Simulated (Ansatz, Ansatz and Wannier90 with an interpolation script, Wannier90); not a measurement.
## G0W0 band structure of PbIF (P4/nmm)

G0W0 gives levels on a mesh alone; what do the bands of PbIF (P4/nmm) look like between the points?

Method: LDA, Wannier functions and G0W0, plane waves, PAW, in Ansatz 0.2.0.

This is a report of a sequence of runs, with most program output left out.

## Step 1: Starting point

It takes space group P4/nmm (No. 129, tetragonal). The conventional cell has a = 4.237 Å, b = 4.237 Å, c = 8.800 Å, α = 90.00°, β = 90.00°, γ = 90.00°. Pb has 4 F at 2.56 Å and 4 I at 3.36 Å nearest. I has 4 Pb at 3.36 Å nearest. F has 4 Pb at 2.56 Å nearest. Farther neighbours and most contacts between anions are not listed.

The cell and positions come from the Crystallography Open Database and are kept as given unless a step says otherwise. Spin-orbit coupling is left out unless a step names it. The default PAW set here is soft_2. Its files were made with PBE.

## Step 2: LDA bands

Levels along a band path, at the cheap level, show where the edges lie and whether the meshes to come will hold them.

This step: DFT, LDA, plane waves, PAW.

Input file input.yaml:

```yaml
crystal:
  lattice:
    - [4.2374, 0.0, 0.0]
    - [0.0, 4.2374, 0.0]
    - [0.0, 0.0, 8.8]
  atoms:
    - { symbol: Pb, position: [0.5, 0.0, 0.16392] }
    - { symbol: Pb, position: [0.0, 0.5, 0.83608] }
    - { symbol: I, position: [0.5, 0.0, 0.66297] }
    - { symbol: I, position: [0.0, 0.5, 0.33703] }
    - { symbol: F, position: [0.0, 0.0, 0.0] }
    - { symbol: F, position: [0.5, 0.5, 0.0] }
kpoints:
  mp_grid: { grid: [4, 4, 2] }
  band_path:
    path:
      - [[0.0, 0.0, 0.0], [0.0, 0.5, 0.0], [0.5, 0.5, 0.0], [0.0, 0.0, 0.0], [0.0, 0.0, 0.5], [0.0, 0.5, 0.5], [0.5, 0.5, 0.5], [0.0, 0.0, 0.5]]
      - [[0.0, 0.5, 0.0], [0.0, 0.5, 0.5]]
      - [[0.5, 0.5, 0.0], [0.5, 0.5, 0.5]]
    npoints: 10
hamiltonian:
  xc: lda
scf:
  occupations: { method: fermi_dirac, width: 0.02 }
  n_extra_bands: 84
output:
  eigenvalues: true
  forces: true
  stress: true
  fatbands: true
  write_density: true
  write_potential: true
  elf: true
  volumetric_format: npy
```

Started as:

```
$ ansatz run input.yaml --threads 4 --pin off --max-ram 18432MiB --backend cpu --events-out ev --progress --plain --runs-dir out
```

Run time: 35 s. Hardware: 4 threads of Arm Neoverse V1, shared host; peak memory 1.2 GiB; 2.3 min of CPU time.

This step gave:

- pressure: -3.012 GPa
- filled bands: 38
- gap: 1.561 eV
- valence top at: Z
- conduction bottom at: Z
- least direct gap: 1.561 eV

The gap is direct, at (0.000, 0.000, 0.500).

The electronic bands at the labelled points (eV, zero at the top of the highest nominally filled band):

```csv
point,band 35,band 36,band 37,band 38,band 39,band 40,band 41,band 42
Γ,-1.14,-0.83,-0.83,-0.32,1.99,3.23,4.98,4.98
halfway,-0.89,-0.62,-0.61,-0.34,3.07,3.65,3.67,4.36
X,-0.63,-0.63,-0.47,-0.47,3.32,3.32,3.95,3.95
halfway,-1.53,-1.53,-0.98,-0.98,3.04,3.04,4.01,4.01
M,-1.83,-1.83,-0.91,-0.91,2.76,2.76,3.70,3.70
halfway,-1.42,-0.89,-0.57,-0.50,2.80,3.79,3.82,4.27
Γ,-1.14,-0.83,-0.83,-0.32,1.99,3.23,4.98,4.98
halfway,-1.23,-0.73,-0.73,-0.16,1.75,3.21,4.84,4.84
Z,-1.29,-0.66,-0.66,0.00,1.56,3.11,4.75,4.75
halfway,-0.99,-0.60,-0.51,-0.44,2.72,3.20,4.32,4.45
R,-0.74,-0.74,-0.48,-0.48,3.29,3.29,3.96,3.96
halfway,-1.64,-1.64,-0.80,-0.80,2.61,2.61,4.46,4.46
A,-2.46,-2.46,-1.02,-1.02,3.56,3.56,3.58,3.58
halfway,-1.58,-0.95,-0.68,-0.56,2.46,3.89,4.31,4.34
Z,-1.29,-0.66,-0.66,0.00,1.56,3.11,4.75,4.75
jump to X,-0.63,-0.63,-0.47,-0.47,3.32,3.32,3.95,3.95
halfway,-0.68,-0.68,-0.47,-0.47,3.30,3.30,3.95,3.95
R,-0.74,-0.74,-0.48,-0.48,3.29,3.29,3.96,3.96
jump to M,-1.83,-1.83,-0.91,-0.91,2.76,2.76,3.70,3.70
halfway,-2.03,-2.03,-0.97,-0.97,3.06,3.06,3.62,3.62
A,-2.46,-2.46,-1.02,-1.02,3.56,3.56,3.58,3.58
```

Valence density in the ac plane at fractional y = 0.000, with atoms of Pb and I and F within 0.2 Å of it. It is the smooth field of the valence electrons, not physical close to the nuclei.

Values in e/Å³, 24 rows by 14 columns, each cell a mean:
```
 8  5  1  0  0  0  0  0  0  0  0  0  2  6
 2  1  0  0  0  0  0  0  0  0  0  0  1  1
 0  0  0  0  0  0  0  0  0  0  0  0  0  0
 0  0  0  0  0  0  0  0  0  0  0  0  0  0
 0  0  0  0  0  0  0  0  0  0  0  0  0  0
 0  0  0  0  0  1  1  1  1  1  0  0  0  0
 0  0  0  0  1  2  6  8  4  1  1  0  0  0
 0  0  0  0  1  5 14 17 11  3  1  0  0  0
 0  0  0  0  1  4 11 14  9  2  1  0  0  0
 0  0  0  0  1  1  3  4  3  1  0  0  0  0
 0  0  0  0  0  0  1  1  1  0  0  0  0  0
 0  0  0  0  0  0  0  0  0  0  0  0  0  0
 0  0  0  0  0  0  0  0  0  0  0  0  0  0
 0  0  0  0  0  0  0  0  0  0  0  0  0  0
 0  0  0  0  0  0  0  0  0  0  0  0  0  0
 0  0  0  0  0  0  0  0  0  0  0  0  0  0
 0  0  0  0  0  0  0  0  0  0  0  0  0  0
 0  0  0  0  0  1  1  1  1  1  0  0  0  0
 0  0  0  0  1  2  4  5  3  2  1  0  0  0
 0  0  0  0  1  4  7  9  6  3  1  0  0  0
 0  0  0  0  1  3  6  7  5  2  1  0  0  0
 1  1  0  0  1  1  3  3  2  1  0  0  0  1
 5  3  1  0  0  0  1  1  1  0  0  0  1  3
12  7  1  0  0  0  0  0  0  0  0  1  3  9
```
Columns run along a (4.2 Å), rows up along c (8.8 Å). Atoms in or near the plane, at fractional coordinates: Pb at (0.50, 0.16), I at (0.50, 0.66), F at (0.00, 0.00).

ELF in the ac plane at fractional y = 0.000, with atoms of Pb and I and F within 0.2 Å of it. It is the smooth field of the valence electrons, not physical close to the nuclei.

Ten even steps from '_' (0.01) to '@' (0.79), each cell a mean:
```
%%@@@@++..__________::##@@@@
@@@@**::____________..==##@@
++--..____..::::..______::==
______..--++####**==::______
____..==##%%@@%%@@%%**--..__
__..==%%@@%%######%%@@##--__
__::##%%%%**==--++##%%%%++..
__--##%%##++::==--**%%%%**..
__::##%%%%++------##%%@@**..
__::**@@%%##****##%%%%%%==..
__..==##@@@@%%%%@@@@@@**::__
____..==##@@@@@@@@%%**::____
________::==++**++--..______
____________________________
____________________________
__________....::....________
______..::--======--..______
____..::==++++++++++--..____
____..--++==::..::++++--..__
____..==++::______==++--..__
::....--++--____..====::....
%%**--..--==----====--..==##
@@@@##::..--==++==--..==@@@@
**@@@@++....::--::..::##@@%%
```
Columns run along a (4.2 Å), rows up along c (8.8 Å). Atoms in or near the plane, at fractional coordinates: Pb at (0.50, 0.16), I at (0.50, 0.66), F at (0.00, 0.00).

## Step 3: Overlaps and projections on 8×8×4

This step: overlaps and projections of LDA states for Wannier90, plane waves, PAW.

input.yaml, the sections that differ from step 2:

```yaml
kpoints:
  mp_grid: { grid: [4, 4, 2] }
scf:
  occupations: { method: fixed }
  n_extra_bands: 84
output:
  wannier:
    kmesh: [8, 8, 4]
    projections:
      - { species: F, l: p, shell: 2 }
      - { species: I, l: p, shell: 5 }
      - { species: Pb, l: p, shell: 6 }
    minimise: false
    seedname: w
    disentanglement: { window: [1.39, 13.76], frozen_window: [1.39, 10.76] }
# crystal, hamiltonian: as in step 2
```

Elapsed: 51 s, on 4 threads; peak memory 2.1 GiB; 3.2 min of CPU time.

## Step 4: Wannier functions by Wannier90 (F:2p I:5p Pb:6p) on 8×8×4

Localised functions give a small Hamiltonian that interpolates between mesh points at no cost.

This step: maximally localised Wannier functions from the overlaps of LDA states (plane waves, PAW).

Input file w.win:

```
num_iter = 1200
conv_tol = 1.0e-8
conv_window = 5
dis_num_iter = 4000
dis_conv_tol = 1.0e-8
dis_mix_ratio = 0.7
write_hr = true
use_ws_distance = false
num_print_cycles = 50
! ansatz wannier90 interface
! projections by site (counted from 0) and shell: 4 2P, 5 2P, 2 5P, 3 5P, 0 6P, 1 6P
! states of the run's bands (counted from 1): 1-46
num_bands = 46
num_wann  = 18
dis_win_min = 1.39
dis_win_max = 13.76
dis_froz_min = 1.39
dis_froz_max = 10.76
guiding_centres = true

begin unit_cell_cart
Ang
                   4.2374                      0.0                      0.0
                      0.0                   4.2374                      0.0
                      0.0                      0.0                      8.8
end unit_cell_cart

begin atoms_frac
Pb                       0.5                      0.0                  0.16392
Pb                       0.0                      0.5                  0.83608
I                        0.5                      0.0                  0.66297
I                        0.0                      0.5                  0.33703
F                        0.0                      0.0                      0.0
F                        0.5                      0.5                      0.0
end atoms_frac

mp_grid = 8 8 4

[... the mesh's points ...]
```

Started as:

```
$ OMP_NUM_THREADS=1 mpirun -n 4 wannier90.x w > wannier90.x.log
```

It took 5.5 s on 4 MPI ranks.

Numbers from this step:

```
gauge-invariant spread     : 40.84 Å²
diagonal spread            : 0.08796 Å²
off-diagonal spread        : 1.775 Å²
total spread               : 42.70 Å²
disentanglement steps      : 23
r.m.s. interpolation error : 5.71e-4 eV
r.m.s. error near the gap  : 7.65e-4 eV
```

Near the gap the model misses directly solved bands by 0.8 meV r.m.s. and by 7 meV at most in the window tested. This tests the starting bands, not the corrections carried with them.

Wannier functions, by row:

```csv
function,x (Å),y (Å),z (Å),spread (Å²),nearest atom,distance (Å)
1,0,0,0,1.086,F5,0
2,0,0,0.105,1.177,F5,0.105
3,0,0,-0.105,1.177,F5,0.105
4,2.119,2.119,0,1.086,F6,0
5,2.119,2.119,-0.105,1.177,F6,0.105
6,2.119,2.119,0.105,1.177,F6,0.105
7,2.119,0,5.813,2.397,I3,0.021
8,2.119,0,5.789,2.371,I3,0.045
9,2.119,0,5.789,2.371,I3,0.045
10,0,2.119,2.987,2.397,I4,0.021
11,0,2.119,3.011,2.371,I4,0.045
12,0,2.119,3.011,2.371,I4,0.045
13,2.119,0,1.702,3.479,Pb1,0.259
14,2.119,0,1.668,3.646,Pb1,0.225
15,2.119,0,1.668,3.646,Pb1,0.225
16,0,2.119,7.098,3.479,Pb2,0.259
17,0,2.119,7.132,3.646,Pb2,0.225
18,0,2.119,7.132,3.646,Pb2,0.225
```

Frozen up to 4.16 eV; above it the model need not follow the bands. The electronic bands at the labelled points (eV, zero at the valence-band top):

```csv
point,band 35,band 36,band 37,band 38,band 39,band 40,band 41,band 42
Γ,-1.14,-0.83,-0.83,-0.32,1.99,3.23,4.98,4.98
halfway,-0.89,-0.62,-0.61,-0.34,3.07,3.65,3.67,4.36
X,-0.63,-0.63,-0.47,-0.47,3.32,3.32,3.95,3.95
halfway,-1.53,-1.53,-0.98,-0.98,3.04,3.04,4.01,4.01
M,-1.83,-1.83,-0.91,-0.91,2.76,2.76,3.70,3.70
halfway,-1.42,-0.89,-0.57,-0.50,2.80,3.79,3.82,4.27
Γ,-1.14,-0.83,-0.83,-0.32,1.99,3.23,4.98,4.98
halfway,-1.23,-0.73,-0.73,-0.16,1.75,3.21,4.84,4.84
Z,-1.29,-0.66,-0.66,0.00,1.56,3.11,4.75,4.75
halfway,-0.99,-0.60,-0.51,-0.44,2.72,3.20,4.32,4.45
R,-0.73,-0.73,-0.48,-0.48,3.29,3.29,3.96,3.96
halfway,-1.64,-1.64,-0.80,-0.80,2.61,2.61,4.46,4.46
A,-2.46,-2.46,-1.02,-1.02,3.56,3.56,3.58,3.58
halfway,-1.58,-0.95,-0.68,-0.56,2.46,3.89,4.31,4.34
Z,-1.29,-0.66,-0.66,0.00,1.56,3.11,4.75,4.75
jump to X,-0.63,-0.63,-0.47,-0.47,3.32,3.32,3.95,3.95
halfway,-0.68,-0.68,-0.47,-0.47,3.30,3.30,3.95,3.95
R,-0.73,-0.73,-0.48,-0.48,3.29,3.29,3.96,3.96
jump to M,-1.83,-1.83,-0.91,-0.91,2.76,2.76,3.70,3.70
halfway,-2.03,-2.03,-0.97,-0.97,3.06,3.06,3.62,3.62
A,-2.46,-2.46,-1.02,-1.02,3.56,3.56,3.58,3.58
```

The same for Kohn-Sham, solved directly:

```csv
point,band 35,band 36,band 37,band 38,band 39,band 40,band 41,band 42
Γ,-1.14,-0.83,-0.83,-0.32,1.99,3.23,4.98,4.98
X,-0.63,-0.63,-0.47,-0.47,3.32,3.32,3.95,3.95
M,-1.83,-1.83,-0.91,-0.91,2.76,2.76,3.70,3.70
Γ,-1.14,-0.83,-0.83,-0.32,1.99,3.23,4.98,4.98
Z,-1.29,-0.66,-0.66,0.00,1.56,3.11,4.75,4.75
R,-0.74,-0.74,-0.48,-0.48,3.29,3.29,3.96,3.96
A,-2.46,-2.46,-1.02,-1.02,3.56,3.56,3.58,3.58
Z,-1.29,-0.66,-0.66,0.00,1.56,3.11,4.75,4.75
X,-0.63,-0.63,-0.47,-0.47,3.32,3.32,3.95,3.95
R,-0.74,-0.74,-0.48,-0.48,3.29,3.29,3.96,3.96
M,-1.83,-1.83,-0.91,-0.91,2.76,2.76,3.70,3.70
A,-2.46,-2.46,-1.02,-1.02,3.56,3.56,3.58,3.58
```

## Step 5: G0W0 at every point of the mesh: 4×4×2 mesh, 594 empty bands, screening to 140 eV

Now the one-shot GW correction: screening in the RPA, then the self-energy of the levels asked for.

This step: G0W0 on LDA, plane waves, PAW.

input.yaml, the sections that differ from step 3:

```yaml
scf:
  occupations: { method: fixed }
gw:
  n_empty_bands: 594
  ecut_chi: 140.0
  qp_bands: [v12, c6]
  screening: { model: contour_deformation }
# crystal, kpoints, hamiltonian: as in step 3
# output: removed
```

Started as:

```
$ ansatz run input.yaml --threads 4 --pin off --max-ram 18432MiB --backend cpu --events-out ev --progress --plain --runs-dir out
```

Wall time 22 min (4 threads); peak memory 2.9 GiB; 89 min of CPU time.

This step gave:

```
bands summed                                 : 632
RPA ε∞ on this mesh (eigenvalues)            : 4.720, 6.798, 6.798
plane waves in the screening matrix          : 593
q-points in the mesh                         : 32
G0W0 gap on the mesh                         : 2.803 eV
k of the valence top                         : 0, 0, -0.5
k of the conduction bottom                   : 0, 0, -0.5
starting gap on the mesh                     : 1.561 eV
Z at the valence top                         : 0.7647
Z at the conduction bottom                   : 0.8045
least direct G0W0 gap on the computed points : 2.803 eV
```

The gap on the mesh goes from 1.56 eV to 2.80 eV, a correction of +1.24 eV. Between the two edge states, bare exchange in place of the xc potential would open the gap by 6.32 eV, and correlation takes back 5.08 eV.

## Step 6: Interpolating the corrections

A script adds the corrections, carried to the Wannier functions and back, to the LDA levels, along the path and on a 13×13×9 mesh.

* G0W0 gap over the zone: 2.803 eV
* valence top at: Z
* conduction bottom at: Z
* starting gap over the zone: 1.561 eV
* least direct G0W0 gap: 2.803 eV
* G0W0 gap on the mesh: 2.803 eV
* valence width, start: 5.063 eV
* valence width, G0W0: 5.103 eV
* gap by a rigid shift: 2.804 eV

Levels solved directly plus the interpolated quasiparticle correction. Limits: finite bands, cutoff and mesh; no spin-orbit coupling; coarse k mesh. The quasiparticle bands at the labelled points (eV, zero at the valence-band top of each set):

```csv
point,band 35,band 36,band 37,band 38,band 39,band 40
Γ,-1.17,-0.83,-0.83,-0.31,3.30,4.55
halfway,-0.92,-0.63,-0.62,-0.29,4.42,4.98
X,-0.57,-0.57,-0.50,-0.50,4.65,4.65
halfway,-1.53,-1.53,-1.02,-1.02,4.35,4.35
M,-1.85,-1.85,-0.97,-0.97,4.01,4.01
halfway,-1.43,-0.84,-0.53,-0.51,4.12,5.15
Γ,-1.17,-0.83,-0.83,-0.31,3.30,4.55
halfway,-1.26,-0.74,-0.74,-0.15,3.02,4.57
Z,-1.32,-0.66,-0.66,0.00,2.80,4.49
halfway,-1.02,-0.60,-0.52,-0.39,3.99,4.57
R,-0.66,-0.66,-0.50,-0.50,4.59,4.59
halfway,-1.64,-1.64,-0.82,-0.82,3.90,3.90
A,-2.44,-2.44,-1.10,-1.10,4.89,4.89
halfway,-1.59,-0.95,-0.64,-0.52,3.71,5.27
Z,-1.32,-0.66,-0.66,0.00,2.80,4.49
jump to X,-0.57,-0.57,-0.50,-0.50,4.65,4.65
halfway,-0.61,-0.61,-0.50,-0.50,4.62,4.62
R,-0.66,-0.66,-0.50,-0.50,4.59,4.59
jump to M,-1.85,-1.85,-0.97,-0.97,4.01,4.01
halfway,-2.05,-2.05,-1.04,-1.04,4.33,4.33
A,-2.44,-2.44,-1.10,-1.10,4.89,4.89
```

The same for LDA:

```csv
point,band 35,band 36,band 37,band 38,band 39,band 40
Γ,-1.14,-0.83,-0.83,-0.32,1.99,3.23
X,-0.63,-0.63,-0.47,-0.47,3.32,3.32
M,-1.83,-1.83,-0.91,-0.91,2.76,2.76
Γ,-1.14,-0.83,-0.83,-0.32,1.99,3.23
Z,-1.29,-0.66,-0.66,0.00,1.56,3.11
R,-0.74,-0.74,-0.48,-0.48,3.29,3.29
A,-2.46,-2.46,-1.02,-1.02,3.56,3.56
Z,-1.29,-0.66,-0.66,0.00,1.56,3.11
X,-0.63,-0.63,-0.47,-0.47,3.32,3.32
R,-0.74,-0.74,-0.48,-0.48,3.29,3.29
M,-1.83,-1.83,-0.91,-0.91,2.76,2.76
A,-2.46,-2.46,-1.02,-1.02,3.56,3.56
```

(Continued in part 2 of 2.)

[Paths, hosts, dates, memory and timing lines, banners, echoed tables and standing remarks are left out of the program output.]

[Logs are printed without paths, hosts, clocks, repeated set-up lines and the standing remarks that a program may print on its own settings, such as how far it seeks lower states.]

[Runs of the session that timed out or met a known fault of the program may be left out.]

[Hosts, paths, dates, database ids (printed as entryN), source tags and the programs' standing remarks are cut or masked in the printed files.]
